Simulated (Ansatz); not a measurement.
# Ca on Ru(0001): change of the work function, part 3 of 3

Aim: the work function of Ru(0001) at several coverages of Ca (fcc site), and the dipole that each adsorbate carries.

Ansatz 0.2.0; plane-wave DFT, PBE, Ansatz PAW.

So far, work function, upper face (eV): step 2 (the clean slab) 5.05; step 3 (37 atoms, coverage 0.111 ML, cell 3x3) 2.50.

## 4. Adsorbate added, k-mesh 6×6×1, coverage 0.25 ML

System of this step: Ca/Ru(0001). The cell holds 17 atoms: 16 Ru and 1 Ca. Its edges and angles: a = 5.400 Å, b = 5.400 Å, c = 27.309 Å, α = 90.0°, β = 90.0°, γ = 60.0°. Vacuum lies along c.

Another coverage, to see how the dipoles act on each other as their distance changes.

The input, input.yaml:

```yaml
crystal:
  lattice:
    - [5.4, 0.0, 0.0]
    - [2.7, 4.6765371804, 0.0]
    - [0.0, 0.0, 27.3087354017]
  atoms:
    - { symbol: Ru, position: [0.3333333333, 0.3333333333, 0.3295648761] }
    - { symbol: Ru, position: [0.0, 0.0, 0.4078694907] }
    - { symbol: Ru, position: [0.3333333333, 0.3333333333, 0.4868840888] }
    - { symbol: Ru, position: [0.0, 0.0, 0.5632376244] }
    - { symbol: Ru, position: [0.3333333333, 0.8333333333, 0.3295648761] }
    - { symbol: Ru, position: [0.0, 0.5, 0.4078694907] }
    - { symbol: Ru, position: [0.3333333333, 0.8333333333, 0.4868840888] }
    - { symbol: Ru, position: [0.0, 0.5, 0.5632376244] }
    - { symbol: Ru, position: [0.8333333333, 0.3333333333, 0.3295648761] }
    - { symbol: Ru, position: [0.5, 0.0, 0.4078694907] }
    - { symbol: Ru, position: [0.8333333333, 0.3333333333, 0.4868840888] }
    - { symbol: Ru, position: [0.5, 0.0, 0.5632376244] }
    - { symbol: Ru, position: [0.8333333333, 0.8333333333, 0.3295648761] }
    - { symbol: Ru, position: [0.5, 0.5, 0.4078694907] }
    - { symbol: Ru, position: [0.8333333333, 0.8333333333, 0.4868840888] }
    - { symbol: Ru, position: [0.5, 0.5, 0.5632376244] }
    - { symbol: Ca, position: [0.1666666667, 0.1666666667, 0.6704351239] }
kpoints:
  mp_grid: { grid: [6, 6, 1] }
hamiltonian:
  xc: pbe
scf:
  occupations: { method: fermi_dirac, width: 0.1 }
  convergence: { dr2_threshold: 1.0e-08 }
efield:
  axis: 3
  dipole_correction: true
  ramp_position: 0.97
  ramp_width: 0.06
relax:
  f_tol: 0.02
  max_steps: 60
  constraints: [{ sites: [0, 1, 4, 5, 8, 9, 12, 13] }]
output:
  dos: { projected: true, e_range: [-8, 4] }
  write_potential: true
  write_density: true
  volumetric_format: npy
  elf: true
```

Run with:

```sh
$ ansatz run input.yaml --threads 4 --pin off --max-ram 16384MiB --backend cpu --events-out ev --progress --plain --runs-dir out
```

The log of the run:

```text
[...]
Crystal: 17 atoms, lattice volume = 689.636 Å³
Basis set: ecut = 420 eV, 13381 PW (Γ), exchange–correlation on 80×80×384 points (8 copies of the dense FFT grid, shifted against one another)
Bands: 160, of which v1, the nominal top of the filled ones, is band 133 counted from 1 (132 counted from 0)
Symmetry: 6 space group operations
[...]
k-points: 7 of 36 (time reversal used)
[...]
SCF iter   1: F=—  HF=-95869.276110 eV  |F-HF|=—  |Δ(HF+E_count)|=         —  Δρ=1.64e-2  dr2=5.62e1  ethr=1.77e-3  p=0.453 e·Å  D=1.19e-1 V/Å  ΔV_dip=-3.24 eV  dr2_dipole=3.22e1  V_vac-E_F(+/−)=1.71/4.95 eV  ⟨swp⟩=9.3  Hψ=5320  notcnv=0
[...]
SCF iter  13: F=-95868.534173 eV  HF=-95868.534173 eV  |F-HF|=3.30e-9  |Δ(HF+E_count)|=   3.67e-8  Δρ=4.03e-7  dr2=3.27e-9  ethr=3.76e-12  p=0.320 e·Å  D=8.38e-2 V/Å  ΔV_dip=-2.29 eV  dr2_dipole=4.11e-10  V_vac-E_F(+/−)=2.80/5.09 eV  ⟨swp⟩=11.7  Hψ=8174  notcnv=0
SCF 1 converged in 13 iterations: F = -95868.534173 eV  dr2 = 3.27e-9
[...]
relax step   1: F+E_penalty+E_count = -95868.53417306 eV  Δ(F+E_penalty+E_count) = +0.000e0 eV  max|allowed force component| = 1.332e0 eV/Å  Δτ_max = 0.0000 Å  (13 SCF iters, accepted)
[...]
SCF iter   1: F=—  HF=-95868.822678 eV  |F-HF|=—  |Δ(HF+E_count)|=         —  Δρ=3.64e-3  dr2=6.66e-1  ethr=2.01e-4  p=0.320 e·Å  D=8.38e-2 V/Å  ΔV_dip=-2.29 eV  dr2_dipole=3.56e-2  V_vac-E_F(+/−)=2.81/5.10 eV  ⟨swp⟩=1.9  Hψ=4129  notcnv=0
[...]
eigensolver tolerance schedule calibrated: the retry pair's looser diagonalisation under-reported the residual by θ = 0.20 (0.17/decade); ethr = c·dr2/N_el runs at the constant in force after the calibration composes with the one it found (an armed cap, an earlier calibration), c = 3.6e-2
[...]
SCF iter   2: F=—  HF=-95868.794666 eV  |F-HF|=—  |Δ(HF+E_count)|=   2.80e-2  Δρ=1.79e-3  dr2=5.59e-2  ethr=9.03e-5  p=0.349 e·Å  D=9.15e-2 V/Å  ΔV_dip=-2.50 eV  dr2_dipole=1.47e-3  V_vac-E_F(+/−)=2.59/5.09 eV  ⟨swp⟩=3.3  Hψ=1957  notcnv=0
[...]
SCF iter  11: F=-95868.789663 eV  HF=-95868.789663 eV  |F-HF|=1.26e-8  |Δ(HF+E_count)|=   3.85e-8  Δρ=5.21e-7  dr2=6.38e-9  ethr=1.36e-12  p=0.352 e·Å  D=9.23e-2 V/Å  ΔV_dip=-2.52 eV  dr2_dipole=1.38e-10  V_vac-E_F(+/−)=2.56/5.09 eV  ⟨swp⟩=11.3  Hψ=8193  notcnv=0
SCF 2 converged in 11 iterations: F = -95868.789663 eV  dr2 = 6.38e-9
relax step   2: F+E_penalty+E_count = -95868.78966344 eV  Δ(F+E_penalty+E_count) = -2.555e-1 eV  max|allowed force component| = 1.095e0 eV/Å  Δτ_max = 0.1962 Å  (11 SCF iters, accepted)
SCF iter   1: F=—  HF=-95869.015750 eV  |F-HF|=—  |Δ(HF+E_count)|=         —  Δρ=5.28e-3  dr2=1.72e0  ethr=2.48e-3  p=0.352 e·Å  D=9.23e-2 V/Å  ΔV_dip=-2.52 eV  dr2_dipole=3.10e-1  V_vac-E_F(+/−)=2.59/5.11 eV  ⟨swp⟩=8.0  Hψ=2926  notcnv=0
[...]
SCF iter  12: F=-95868.962987 eV  HF=-95868.962987 eV  |F-HF|=3.45e-9  |Δ(HF+E_count)|=   1.70e-8  Δρ=6.28e-7  dr2=7.16e-9  ethr=3.76e-12  p=0.394 e·Å  D=1.03e-1 V/Å  ΔV_dip=-2.82 eV  dr2_dipole=1.10e-10  V_vac-E_F(+/−)=2.26/5.08 eV  ⟨swp⟩=10.4  Hψ=7615  notcnv=0
SCF 3 converged in 12 iterations: F = -95868.962987 eV  dr2 = 7.16e-9
[...]
relax step   3: F+E_penalty+E_count = -95868.96298700 eV  Δ(F+E_penalty+E_count) = -1.733e-1 eV  max|allowed force component| = 5.051e-1 eV/Å  Δτ_max = 0.1949 Å  (12 SCF iters, accepted)
[...]
relax step   4: F+E_penalty+E_count = -95869.00704397 eV  Δ(F+E_penalty+E_count) = -4.406e-2 eV  max|allowed force component| = 1.721e-1 eV/Å  Δτ_max = 0.1967 Å  (10 SCF iters, accepted)
SCF iter   1: F=—  HF=-95869.012156 eV  |F-HF|=—  |Δ(HF+E_count)|=         —  Δρ=9.66e-4  dr2=1.93e-2  ethr=8.32e-5  p=0.427 e·Å  D=1.12e-1 V/Å  ΔV_dip=-3.06 eV  dr2_dipole=7.63e-4  V_vac-E_F(+/−)=2.02/5.08 eV  ⟨swp⟩=4.1  Hψ=2246  notcnv=0
[...]
SCF iter   9: F=-95869.011928 eV  HF=-95869.011928 eV  |F-HF|=6.59e-9  |Δ(HF+E_count)|=   9.30e-9  Δρ=5.11e-7  dr2=4.46e-9  ethr=3.76e-12  p=0.423 e·Å  D=1.11e-1 V/Å  ΔV_dip=-3.03 eV  dr2_dipole=3.26e-10  V_vac-E_F(+/−)=2.06/5.09 eV  ⟨swp⟩=11.4  Hψ=8258  notcnv=0
SCF 5 converged in 9 iterations: F = -95869.011928 eV  dr2 = 4.46e-9
relax step   5: F+E_penalty+E_count = -95869.01192755 eV  Δ(F+E_penalty+E_count) = -4.884e-3 eV  max|allowed force component| = 1.317e-2 eV/Å  Δτ_max = 0.0352 Å  (9 SCF iters, accepted)
[...]
WARN: The output density's exchange-correlation potential varies sharply where the density is thin. Do not read a vacuum level from v_tot or v_xc, or from such a field of the output density. On a cell that repeats whose density bears no net charge and no dipole along the vacuum's axis use v_es (v_loc + v_h of the components); under efield.dipole_correction with no amplitude use v_es + v_field, which holds any externa [...]
SCF converged after 9 iterations
Free energy (F): -95869.011928 eV
[...]
Internal energy: -95868.354541 eV  (E = F + TS)
E sigma→0 (E₀):  -95868.683234 eV
Entropy (-TS):   -0.657387 eV (-38.670 meV/atom)
Fermi energy:    5.544871 eV
Dipole field:    D = 0.110914 V/Å  (p = 0.422714 e·Å, saw-weighted, corrected)
Work function:   Φ+ = 2.0577 eV   Φ− = 5.0867 eV
[...]
--- Forces (eV/Å), atoms counted from 1 ---
  atom   1  Ru     0.01490757     0.00860689     0.43505866
  atom   2  Ru     0.11918068     0.06880900    -0.41129991
  atom   3  Ru    -0.00674821    -0.00389608    -0.00653980
  atom   4  Ru     0.00514809     0.00297225    -0.00332502
  atom   5  Ru     0.00000000    -0.01721378     0.43505866
  atom   6  Ru    -0.00000000    -0.13761800    -0.41129991
  atom   7  Ru    -0.00000000     0.00779216    -0.00653980
  atom   8  Ru     0.00000000    -0.00594450    -0.00332502
  atom   9  Ru    -0.01490757     0.00860689     0.43505866
  atom  10  Ru    -0.11918068     0.06880900    -0.41129991
  atom  11  Ru     0.00674821    -0.00389608    -0.00653980
  atom  12  Ru    -0.00514809     0.00297225    -0.00332502
  atom  13  Ru     0.00000000     0.00000000     0.38492490
  atom  14  Ru    -0.00000000     0.00000000    -0.45125374
  atom  15  Ru     0.00000000    -0.00000000     0.00056404
  atom  16  Ru     0.00000000    -0.00000000     0.01090374
  atom  17  Ca     0.00000000    -0.00000000     0.01316810
  max |Σ_I F_I| component: 1.12e-5 eV/Å
--- Band table (eV; the first three rows and the last of 7) ---
  k-point 0: bands = [... 129 lower, 5.7115, 5.8633, 6.3145, 6.3145, 6.5102, 6.5300, 6.5448, 6.5448, ... 23 higher]
  k-point 1: bands = [... 129 lower, 5.6477, 5.6974, 5.9803, 6.0619, 6.0737, 6.1894, 6.2116, 6.3722, ... 23 higher]
  k-point 2: bands = [... 129 lower, 5.1908, 5.2087, 5.2685, 5.5176, 5.6311, 5.7351, 5.8166, 5.8702, ... 23 higher]
  k-point 6: bands = [... 129 lower, 4.9698, 5.0365, 5.1697, 5.1777, 5.1792, 5.6873, 5.7524, 5.8062, ... 23 higher]
--- Relaxed structure (5 steps of the walk, 5 accepted, 0 SCFs on fresh bases) ---
  F+E_penalty+E_count = -95869.01192755 eV   max|allowed force component| = 1.317e-2 eV/Å
  atoms:
    - { symbol: Ru, position: [0.333333, 0.333333, 0.329565] }
    - { symbol: Ru, position: [2.666712e-17, 2.666712e-17, 0.407869] }
    - { symbol: Ru, position: [0.334165, 0.334165, 0.486895] }
    - { symbol: Ru, position: [-0.00474524, -0.00474524, 0.563061] }
    - { symbol: Ru, position: [0.333333, 0.833333, 0.329565] }
    - { symbol: Ru, position: [5.551115e-17, 0.5, 0.407869] }
    - { symbol: Ru, position: [0.334165, 0.831670, 0.486895] }
    - { symbol: Ru, position: [-0.00474524, 0.509490, 0.563061] }
    - { symbol: Ru, position: [0.833333, 0.333333, 0.329565] }
    - { symbol: Ru, position: [0.5, 2.666712e-17, 0.407869] }
    - { symbol: Ru, position: [0.831670, 0.334165, 0.486895] }
    - { symbol: Ru, position: [0.509490, -0.00474524, 0.563061] }
    - { symbol: Ru, position: [0.833333, 0.833333, 0.329565] }
    - { symbol: Ru, position: [0.5, 0.5, 0.407869] }
    - { symbol: Ru, position: [0.833333, 0.833333, 0.485137] }
    - { symbol: Ru, position: [0.5, 0.5, 0.565123] }
    - { symbol: Ca, position: [0.166667, 0.166667, 0.650195] }
```

Wall time 2.5 min (4 threads of Arm Neoverse V1, shared host); peak memory 2.7 GiB; 9.8 min of CPU time.

The steps of the relaxation:

| step | energy less that of the first step (eV) | largest force component (eV/Å) |
| --- | --- | --- |
| 1 | 0.0000 | 1.3325 |
| 2 | -0.2555 | 1.0950 |
| 3 | -0.4288 | 0.5051 |
| 4 | -0.4729 | 0.1721 |
| 5 | -0.4778 | 0.0132 |

The run keeps the 6 symmetry operations that the program found, so distortions that break them were not tested.

The atoms that moved most (Å):

| atom | dx | dy | dz | length |
| --- | --- | --- | --- | --- |
| Ca17 | 0.000 | 0.000 | -0.553 | 0.553 |
| Ru16 | 0.000 | 0.000 | 0.051 | 0.051 |
| Ru15 | 0.000 | 0.000 | -0.048 | 0.048 |
| Ru4 | -0.038 | -0.022 | -0.005 | 0.045 |
| Ru12 | 0.038 | -0.022 | -0.005 | 0.045 |
| Ru8 | 0.000 | 0.044 | -0.005 | 0.045 |
| Ru7 | 0.000 | -0.008 | 0.000 | 0.008 |
| Ru3 | 0.007 | 0.004 | 0.000 | 0.008 |

Final coordinates:

```xyz
17
Lattice="5.4000 0.0000 0.0000 2.7000 4.6765 0.0000 0.0000 0.0000 27.3087" Properties=species:S:1:pos:R:3
Ru    2.7000    1.5588    9.0000
Ru    0.0000    0.0000   11.1384
Ru    2.7067    1.5627   13.2965
Ru   -0.0384   -0.0222   15.3765
Ru    4.0500    3.8971    9.0000
Ru    1.3500    2.3383   11.1384
Ru    4.0500    3.8893   13.2965
Ru    1.3500    2.3827   15.3765
Ru    5.4000    1.5588    9.0000
Ru    2.7000    0.0000   11.1384
Ru    5.3933    1.5627   13.2965
Ru    2.7384   -0.0222   15.3765
Ru    6.7500    3.8971    9.0000
Ru    4.0500    2.3383   11.1384
Ru    6.7500    3.8971   13.2485
Ru    4.0500    2.3383   15.4328
Ca    1.3500    0.7794   17.7560
```

Numbers from this step:

```yaml
energy_at_zero_smearing: -95868.6832 eV
work_function_upper_face: 2.058 eV
work_function_lower_face: 5.087 eV
dipole_along_the_normal: 0.4227 e·Å
step_between_the_vacuum_levels: -3.029 eV
```

Running mean over 2.138 Å of the planar mean; the ramp of the sawtooth is left out. Electron's electrostatic potential energy less the Fermi level against z:

```
z (Å)  electron's electrostatic potential energy less the Fermi level (eV)
    4                                                                 5.09
    5                                                                 5.08
    6                                                                 5.00
    7                                                                 3.96
    8                                                                -6.25
    9                                                                -14.2
   10                                                                -14.7
   11                                                                -14.8
   12                                                                -14.8
   13                                                                -14.9
   14                                                                -15.2
   15                                                                -14.7
   16                                                                -11.9
   17                                                                -1.98
   18                                                                -1.22
   19                                                                0.214
   20                                                                 1.63
   21                                                                 1.96
   22                                                                 2.03
   23                                                                 2.05
   24                                                                 2.06
```

The density of states has structure finer than the step of the table below, so its rows give means over 0.5 eV. Peaks (eV: height): -5.26: 44.7, -3.13: 47.7, -2.86: 46.3, -1.95: 66.5, -1.62: 58.6, -0.60: 55.5, 1.44: 56.2.

The density of states by energy, zero at the Fermi level; means over each step:

energy (eV), density of states (states/eV a cell) and a bar:
```
     -7.5        0.4 
     -7.0        0.9 #
     -6.5        1.2 #
     -6.0        9.0 ########
     -5.5       20.5 ####################
     -5.0       19.3 ##################
     -4.5       22.3 #####################
     -4.0       20.1 ###################
     -3.5       17.7 #################
     -3.0       22.2 #####################
     -2.5       24.0 #######################
     -2.0       31.2 ##############################
     -1.5       27.2 ##########################
     -1.0       15.2 ##############
     -0.5       20.1 ###################
      0.0       20.1 ###################
      0.5       18.6 ##################
      1.0       27.8 ###########################
      1.5       25.0 ########################
```

Projected DOS per atom over height of the atomic layer and energy from the Fermi level. Layers: Ru4 Ru4 Ru4 Ru4 Ca from below.

Ten even steps from '0' (0.00 states/eV) to '9' (2.38 states/eV), each cell a mean:
```
44540
57750
75452
54452
63351
63360
43341
85571
96691
65580
66670
34440
44440
56550
55550
36640
27830
03410
00000
00000
00000
00000
```
Columns: height of the atomic layer (Å) from 9 to 17.8 (not evenly spaced); rows upwards: energy from the Fermi level (eV) from -7.96 to 1.84.

Electrostatic potential energy in the ca plane at fractional y = 0.000, with atoms of Ru within 0.2 Å of it. With pseudopotentials it is smooth inside the atoms' cores, unlike the true potential.

Ten even steps from '0' (-83 eV) to '9' (9 eV), each cell a mean:
```
99998400169999998300279999999999999999999999
88899754589988999643689999999999999999999999
76799988999876899988999999999999999999999999
76789999999866799999999999999999999999999999
87899876799887899866899999999999999999999999
99999621379999998411489999999999999999999999
99998400059999997200179999999999999999999999
99998500169999998300379999999999999999999999
88899754589988999755799988899999999999999999
76799988899876899988999987789999999999999999
76789999999866799999999877789999999999999999
87899876799987899877899988889999999999999999
99999621379999998522589999999999999999999999
99998400059999997200179999999999999999999999
```
Columns run along c (16.0 Å, from fractional 0.31 to 0.90 of the cell; values clipped at the 3rd and 97th percentile), rows up along a (5.4 Å). Atoms in or near the plane, at fractional coordinates: Ru at (0.41, 0.00), Ru at (0.56, 0.00), Ru at (0.41, 0.50), Ru at (0.56, 0.51).

Valence density in the ca plane at fractional y = 0.000, with atoms of Ru within 0.2 Å of it. It is the smooth field of the valence electrons, not physical close to the nuclei.

Values in units of 1e0 e/Å³, 8 rows by 16 columns, each cell a mean:
```
0.4 0.6 5.5 1.7 0.4 0.4 4.5 3.4 0.1 0.0 0.0 0.0 0.0 0.0 0.0 0.0
1.3 0.4 0.6 0.4 1.1 0.6 0.6 0.5 0.1 0.0 0.0 0.0 0.0 0.0 0.0 0.0
1.0 0.4 1.3 0.6 0.9 0.6 1.2 0.9 0.1 0.0 0.0 0.0 0.0 0.0 0.0 0.0
0.3 0.7 7.3 2.3 0.3 0.4 5.7 4.5 0.1 0.0 0.0 0.0 0.0 0.0 0.0 0.0
0.4 0.6 5.5 1.7 0.4 0.4 3.9 3.0 0.2 0.1 0.0 0.0 0.0 0.0 0.0 0.0
1.3 0.4 0.6 0.4 1.0 0.7 0.5 0.4 0.3 0.7 0.1 0.0 0.0 0.0 0.0 0.0
1.0 0.4 1.3 0.6 0.8 0.6 0.9 0.7 0.2 0.5 0.1 0.0 0.0 0.0 0.0 0.0
0.3 0.7 7.2 2.3 0.3 0.4 5.3 4.2 0.2 0.1 0.0 0.0 0.0 0.0 0.0 0.0
```
Columns run along c (16.0 Å, from fractional 0.31 to 0.90 of the cell), rows up along a (5.4 Å). Atoms in or near the plane, at fractional coordinates: Ru at (0.41, 0.00), Ru at (0.56, 0.00), Ru at (0.41, 0.50), Ru at (0.56, 0.51).

ELF in the ca plane at fractional y = 0.000, with atoms of Ru within 0.2 Å of it. It is the smooth field of the valence electrons, not physical close to the nuclei.

Values, 8 rows by 16 columns, each cell a mean:
```
0.28 0.29 0.57 0.39 0.27 0.27 0.52 0.48 0.24 0.19 0.14 0.14 0.06 0.01 0.00 0.00
0.39 0.26 0.29 0.28 0.35 0.27 0.30 0.30 0.27 0.25 0.15 0.08 0.03 0.01 0.00 0.00
0.33 0.26 0.36 0.29 0.31 0.26 0.34 0.32 0.26 0.25 0.16 0.09 0.04 0.01 0.00 0.00
0.30 0.31 0.55 0.42 0.28 0.28 0.52 0.51 0.24 0.13 0.12 0.17 0.08 0.02 0.00 0.00
0.27 0.29 0.57 0.39 0.27 0.28 0.50 0.48 0.18 0.14 0.06 0.24 0.16 0.03 0.01 0.00
0.39 0.27 0.29 0.27 0.33 0.28 0.27 0.31 0.24 0.66 0.12 0.27 0.23 0.05 0.01 0.00
0.33 0.26 0.36 0.29 0.30 0.27 0.32 0.32 0.21 0.52 0.10 0.27 0.21 0.05 0.01 0.00
0.30 0.31 0.54 0.42 0.28 0.28 0.51 0.51 0.20 0.07 0.07 0.23 0.13 0.03 0.00 0.00
```
Columns run along c (16.0 Å, from fractional 0.31 to 0.90 of the cell), rows up along a (5.4 Å). Atoms in or near the plane, at fractional coordinates: Ru at (0.41, 0.00), Ru at (0.56, 0.00), Ru at (0.41, 0.50), Ru at (0.56, 0.51).

The relaxation took 5 steps and lowered the energy by 0.48 eV; the largest force on the free atoms ends at 0.013 eV/Å.

By hand: a sheet of dipoles makes a step −p/(ε₀A) in the electron's potential. With e/ε₀ = 180.95 V·Å, p = 0.4227 e·Å and A = 25.25 Å², that is −180.95 × (0.4227) / 25.25 = -3.029 eV, and the two vacuum levels of the run differ by -3.029 eV.

The covered face has 2.06 eV, -2.99 eV against the clean one; the bare back face has moved by +0.01 eV, a measure of how thin the slab is.

## 5. Work function against coverage

This step: plane-wave DFT, PBE, Ansatz PAW; work function against coverage (Ansatz 0.2.0).

The runs are now put side by side.

This step gave:

| Quantity | Value |
| --- | --- |
| work function of the clean face | 5.046 eV |
| largest change of the work function | -2.988 eV |

Table of work function of the covered face by coverage:

```csv
coverage (adsorbates/nm²),work function of the covered face (eV)
0.00,5.05
1.76,2.50
3.96,2.06
```

The dipole per adsorbate comes from the change of the cell's dipole. Coverage, by row:

| coverage (1/nm²) | coverage (ML) | work function (eV) | change (eV) | dipole per adsorbate, positive end outwards (debye) | mean height of the added atoms over the highest substrate atom (Å) |
| --- | --- | --- | --- | --- | --- |
| 1.76 | 0.1111 | 2.495 | -2.55 | 3.867 | 2.37 |
| 3.96 | 0.25 | 2.058 | -2.988 | 2.01 | 2.323 |

## 6. Results

```yaml
work_function_of_the_clean_face: 5.05 eV
work_function_at_0p11_ml: 2.50 eV
work_function_at_0p25_ml: 2.06 eV
dipole_per_adsorbate_at_0p11_ml_positive_end_outwards: 3.87 D
```

Ca lowers the work function of Ru(0001) at the lowest coverage, by 2.55 eV: the adsorbate layer has its positive end outwards. The slab has 4 layers, at the tabulated experimental lattice constant, one starting site was run, and quantum-size effects of a slab this thin can reach one or two tenths of an eV.

[Long decimals in the printed logs are rounded to 6 places.]

[Logs are printed without paths, hosts, clocks, repeated set-up lines and the standing remarks that a program may print on its own settings, such as how far it seeks lower states.]

[Hosts, paths, dates, database ids (printed as entryN), source tags and the programs' standing remarks are cut or masked in the printed files.]

[Maps of the electrostatic potential energy from Ansatz leave out the sawtooth potential of an applied field or a dipole correction, so their vacuum need not be flat; planar profiles and work functions include it.]
